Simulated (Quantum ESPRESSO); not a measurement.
# 1T-PtS2, 2 layers, AA stacking: a series in the field along the normal, part 2 of 4

Wanted: a table for 1T-PtS2, 2 layers, AA stacking against the field along the normal, and what can be fitted to it.

Quantum ESPRESSO 7.5; plane-wave DFT, PBE, GBRV ultrasoft pseudopotentials.

So far. Step 2 (Variable-cell relaxation of the reference):  The last row is no step: it is a fresh SCF in the final cell with a new plane-wave basis, +0 meV from the row before.

## Step 3: Self-consistent run, 0 V/Å

The self-consistent run of this member.

Level of this step: plane-wave DFT, PBE, GBRV ultrasoft pseudopotentials (Quantum ESPRESSO 7.5).

File m0.scf.in:

```
&control
  prefix = 'm0.scf'
  outdir = './out'
  pseudo_dir = './pseudo'
  calculation = 'scf'
  tprnfor = .true.
  tefield = .true.
  dipfield = .true.
/
&system
  ibrav = 0
  nat = 6
  ntyp = 2
  ecutwfc = 40
  ecutrho = 200
  occupations = 'smearing'
  smearing = 'fd'
  degauss = 0.002
  edir = 3
  emaxpos = 0.97
  eopreg = 0.04
  eamp = 0.0
  nbnd = 34
/
&electrons
  conv_thr = 1e-09
  mixing_beta = 0.4
  electron_maxstep = 120
  mixing_mode = 'plain'
/
ATOMIC_SPECIES
  S   32.0600  s_pbe_v1.4.uspp.F.UPF
  Pt  195.0840  pt_pbe_v1.4.uspp.F.UPF
CELL_PARAMETERS angstrom
  3.56019607400000 0.00000000000000 0.00000000000000
  -1.78009803700000 3.08322024300000 0.00000000000000
  0.00000000000000 0.00000000000000 24.22817278700000
ATOMIC_POSITIONS crystal
  S   0.666666666700 0.333333333300 0.350003902800
  Pt  0.000000000000 0.000000000000 0.401193743600
  S   0.333333333300 0.666666666700 0.451140473400
  S   0.666666666700 0.333333333300 0.548859526600
  Pt  0.000000000000 0.000000000000 0.598806256400
  S   0.333333333300 0.666666666700 0.649996097200
K_POINTS automatic
  12 12 1 0 0 0
```

Run with:

```bash
> OMP_NUM_THREADS=1 mpirun -n 4 pw.x -nk 4 -in m0.scf.in > m0.scf.out
```

Output:

```text
[banner, memory and clock lines left out]
Program PWSCF v.7.5 starts
[citation notice left out]

[...]
bravais-lattice index     =            0
     lattice parameter (alat)  =       6.7278  a.u.
     unit-cell volume          =    1794.7160 (a.u.)^3
     number of atoms/cell      =            6
     number of atomic types    =            2
     number of electrons       =        56.00
     number of Kohn-Sham states=           34
     kinetic-energy cutoff     =      40.0000  Ry
     charge density cutoff     =     200.0000  Ry
     scf convergence threshold =      1.0E-09
     mixing beta               =       0.4000
     number of iterations used =            8  plain     mixing
     Exchange-correlation=  SLA  PW   PBX  PBC
                           (   1   4   3   4   0   0   0)

[...]
PseudoPot. # 1 for S  read from file:
     ./pseudo/s_pbe_v1.4.uspp.F.UPF
     Pseudo is Ultrasoft + core correction, Zval =  6.0
     Generated by new atomic code, or converted to UPF format
     Using radial grid of  907 points,  6 beta functions with:
                l(1) =   0
                l(2) =   0
                l(3) =   1
                l(4) =   1
                l(5) =   2
                l(6) =   2
     Q(r) pseudized with  8 coefficients,  rinner =    1.300   1.300   1.300
                                                       1.300   1.300

     PseudoPot. # 2 for Pt read from file:
     ./pseudo/pt_pbe_v1.4.uspp.F.UPF
     Pseudo is Ultrasoft + core correction, Zval = 16.0
     Generated by new atomic code, or converted to UPF format
     Using radial grid of  985 points,  6 beta functions with:
                l(1) =   0
                l(2) =   0
                l(3) =   1
                l(4) =   1
                l(5) =   2
                l(6) =   2
     Q(r) pseudized with  8 coefficients,  rinner =    1.300   1.300   1.300
                                                       1.300   1.300

     atomic species   valence    mass     pseudopotential
     S                 6.00    32.06000     S ( 1.00)
     Pt               16.00   195.08400     Pt( 1.00)

     No symmetry found

[...]
number of k points=    74  Fermi-Dirac smearing, width (Ry)=  0.0020
[...]
Dense  grid:    85635 G-vectors     FFT dimensions: (  32,  32, 216)

     Smooth grid:    61475 G-vectors     FFT dimensions: (  27,  27, 192)

     Initial potential from superposition of free atoms

     starting charge      54.9998, renormalised to      56.0000

     negative rho (up, down):  3.690E-01 0.000E+00

     Adding external electric field

     Computed dipole along edir(3) :
        Dipole               -0.0000 Ry au,         -0.0000 Debye
        Dipole field         -0.0000 Ry au,

        Potential amp.        0.0000 Ry
        Total length         43.9532 bohr

     Starting wfcs are   40 randomized atomic wfcs

     per-process dynamical memory:   140.2 Mb

     Self-consistent Calculation

     iteration #  1     ecut=    40.00 Ry     beta= 0.40
     Davidson diagonalization with overlap
     ethr =  1.00E-02,  avg # of iterations =  4.7

     negative rho (up, down):  3.461E-01 0.000E+00

     Adding external electric field

     Computed dipole along edir(3) :
        Dipole                0.0000 Ry au,          0.0001 Debye
        Dipole field          0.0000 Ry au,

        Potential amp.       -0.0000 Ry
        Total length         43.9532 bohr

     total energy              =    -516.38911558 Ry
     estimated scf accuracy    <       4.27548449 Ry

     iteration #  2     ecut=    40.00 Ry     beta= 0.40
[...]
negative rho (up, down):  3.496E-01 0.000E+00

[...]
Dipole                0.0017 Ry au,          0.0043 Debye
[...]
total energy              =    -517.58812584 Ry
     estimated scf accuracy    <       2.36010020 Ry

     iteration #  3     ecut=    40.00 Ry     beta= 0.40
[...]
negative rho (up, down):  3.486E-01 0.000E+00

[...]
Dipole               -0.0026 Ry au,         -0.0066 Debye
[...]
total energy              =    -517.89839036 Ry
     estimated scf accuracy    <       0.14378190 Ry

     iteration #  4     ecut=    40.00 Ry     beta= 0.40
[...]
negative rho (up, down):  3.454E-01 0.000E+00

[...]
Dipole                0.0053 Ry au,          0.0134 Debye
[...]
total energy              =    -517.92657634 Ry
     estimated scf accuracy    <       0.10787489 Ry

     iteration #  5     ecut=    40.00 Ry     beta= 0.40
[...]
negative rho (up, down):  3.443E-01 0.000E+00

[...]
Dipole               -0.0445 Ry au,         -0.1131 Debye
[...]
total energy              =    -517.93140248 Ry
     estimated scf accuracy    <       0.01291288 Ry

     iteration #  6     ecut=    40.00 Ry     beta= 0.40
[...]
negative rho (up, down):  3.443E-01 0.000E+00

[...]
Dipole                0.0131 Ry au,          0.0334 Debye
[...]
total energy              =    -517.93510864 Ry
     estimated scf accuracy    <       0.01400942 Ry

[...]
iteration # 13     ecut=    40.00 Ry     beta= 0.40
[...]
negative rho (up, down):  3.443E-01 0.000E+00

[...]
Dipole               -0.0000 Ry au,         -0.0000 Debye
[...]
total energy              =    -517.93534373 Ry
     estimated scf accuracy    <       0.00000001 Ry

     iteration # 14     ecut=    40.00 Ry     beta= 0.40
[...]
negative rho (up, down):  3.443E-01 0.000E+00

[...]
Dipole                0.0000 Ry au,          0.0000 Debye
[...]
total energy              =    -517.93534373 Ry
     estimated scf accuracy    <          2.3E-09 Ry

     iteration # 15     ecut=    40.00 Ry     beta= 0.40
[...]
negative rho (up, down):  3.443E-01 0.000E+00

[...]
Dipole               -0.0000 Ry au,         -0.0000 Debye
[...]
total energy              =    -517.93534373 Ry
     estimated scf accuracy    <          2.6E-09 Ry

     iteration # 16     ecut=    40.00 Ry     beta= 0.40
[...]
negative rho (up, down):  3.443E-01 0.000E+00

[...]
Dipole                0.0001 Ry au,          0.0001 Debye
[...]
End of self-consistent calculation

          k = 0.0000 0.0000 0.0000 (  7677 PWs)   bands (ev):

   -52.5063 -52.5063 -52.5062 -52.5062 -52.4127 -52.4126 -13.9998 -13.6366
   -11.8163 -11.2255  -5.4327  -5.3005  -5.3005  -5.2733  -5.2733  -4.4709
    -2.5797  -2.5797  -2.5572  -2.5572  -1.0980  -0.4710  -0.4694  -0.1290
    -0.1290   0.0887   0.0887   0.8989   3.2793   3.2793   3.7252   3.7252
     5.7595   5.8030

          k = 0.0000 0.0962 0.0000 (  7677 PWs)   bands (ev):

   -52.5076 -52.5076 -52.5066 -52.5066 -52.4125 -52.4124 -13.9130 -13.5499
   -11.8204 -11.2620  -5.4713  -5.2751  -5.2485  -5.2160  -5.1680  -4.3857
    -2.7297  -2.6825  -2.6629  -2.6240  -1.0747  -0.9041  -0.6741  -0.0831
    -0.0245   0.1326   0.1847   1.1248   2.8996   3.1460   3.3081   3.6297
     5.9683   6.0351

[...]
the Fermi energy is     1.5671 ev

!    total energy              =    -517.93534374 Ry
     estimated scf accuracy    <          3.4E-10 Ry
     smearing contrib. (-TS)   =      -0.00000000 Ry
     internal energy E=F+TS    =    -517.93534373 Ry

     The total energy is F=E-TS. E is the sum of the following terms:
     one-electron contribution =   -3221.88170627 Ry
     hartree contribution      =    1621.41038013 Ry
     xc contribution           =    -147.50255390 Ry
     ewald contribution        =    1230.03853630 Ry
     electric field correction =       0.00000000 Ry

     convergence has been achieved in  16 iterations

     negative rho (up, down):  3.443E-01 0.000E+00

     Forces acting on atoms (cartesian axes, Ry/au):

     atom    1 type  1   force =     0.00000000    0.00000001   -0.00394682
     atom    2 type  2   force =    -0.00000001   -0.00000004   -0.00430552
     atom    3 type  1   force =    -0.00000001   -0.00000001   -0.00156528
     atom    4 type  1   force =     0.00000002   -0.00000000    0.00156561
     atom    5 type  2   force =     0.00000000    0.00000003    0.00430781
     atom    6 type  1   force =    -0.00000000    0.00000001    0.00394420

     Total force =     0.008552     Total SCF correction =     0.000122

[...]
```

Run time: 2.9 min. Hardware: 4 MPI ranks of Arm Neoverse V1, shared host; peak memory 0.89 GiB.

Read from the output:

```
free energy                          : -7046.8693 eV
Fermi energy                         : 1.567 eV
dipole along the normal              : 2.08e-5 e·Å
valence top, on the run's zero       : 1.157 eV
conduction bottom, on the run's zero : 1.972 eV
gap by band count                    : 0.8156 eV
```

## Step 4: Potential by pp.x, 0 V/Å

plot_num = 11 writes the bare and Hartree potential, from which vacuum levels or, in a crystal, the mean potential are read.

File m0.pot.in:

```
&inputpp
  prefix = 'm0.scf'
  outdir = './out'
  filplot = 'm0.pot.dat'
  plot_num = 11
/
```

Run with:

```bash
> OMP_NUM_THREADS=1 mpirun -n 4 pp.x -in m0.pot.in > m0.pot.out
```

Output:

```text
[banner, memory and clock lines left out]
Program POST-PROC v.7.5 starts

          URL

     ./out/m0.scf.save/

     IMPORTANT: XC functional enforced from input :
     Exchange-correlation= PBE
                           (   1   4   3   4   0   0   0)
     Any further DFT definition will be discarded
     Please, verify this is what you really want

     negative rho (up, down):  3.443E-01 0.000E+00

     Adding external electric field

     Computed dipole along edir(3) :
        Dipole                0.0001 Ry au,          0.0001 Debye
        Dipole field          0.0000 Ry au,

        Potential amp.       -0.0000 Ry
        Total length         43.9532 bohr

     Calling punch_plot, plot_num =  11

     Adding external electric field

     Computed dipole along edir(3) :
        Dipole                0.0001 Ry au,          0.0001 Debye
        Dipole field          0.0000 Ry au,

        Potential amp.       -0.0000 Ry
        Total length         43.9532 bohr

     Writing data to file  m0.pot.dat
     Message from routine chdens:
     namelist plot not found or invalid, exiting
```

It took 1.1 s on 4 MPI ranks; peak memory 0.1 GiB; 4 s of CPU time.

This step gave:

| Property | Result |
| --- | --- |
| slope of the potential above | 3.49e-5 eV/Å |
| upper vacuum line continued to the top atoms, over the valence top | 5.553 eV |
| slope of the potential below | -2.82e-5 eV/Å |
| lower vacuum line continued to the bottom atoms, over the valence top | 5.554 eV |
| vacuum level at the upper face over the valence top of the mesh | 5.554 eV |
| vacuum level at the lower face over the valence top of the mesh | 5.554 eV |

The potential energy, planar mean oscillates, so the rows of the table below give means over windows of 1.57 Å about each position, cut where the curve ends. Its maxima inside the range that stand out by 2 % of the span (Å: eV): 9.0: -8.91, 10.4: -9.59, 12.1: 3.41, 13.8: -9.59, 15.3: -8.91. Its minima: 8.5: -10.9, 9.8: -15.1, 10.9: -11.2, 13.3: -11.2, 14.5: -15.1, 15.7: -10.9.

Electrostatic potential energy of an electron, with the sawtooth; zero at the highest filled level of the SCF mesh. Potential energy, planar mean against z; means over each step:

```tsv
z (Å)	potential energy, planar mean (eV)
0.79	5.55
2.35	5.55
3.92	5.55
5.49	5.54
7.06	4.34
8.63	-8.77
10.20	-12.3
11.77	-0.697
13.34	-8.24
14.91	-12.1
16.48	-0.863
18.05	5.47
19.62	5.55
21.19	5.55
22.76	5.55
```

(Part 2 of 4 ends here.)

[Logs are printed without paths, hosts, clocks, repeated set-up lines and the standing remarks that a program may print on its own settings, such as how far it seeks lower states.]

[Hosts, paths, dates, database ids (printed as entryN), source tags and the programs' standing remarks are cut or masked in the printed files.]

[Maps of the electrostatic potential energy from Ansatz leave out the sawtooth potential of an applied field or a dipole correction, so their vacuum need not be flat; planar profiles and work functions include it.]
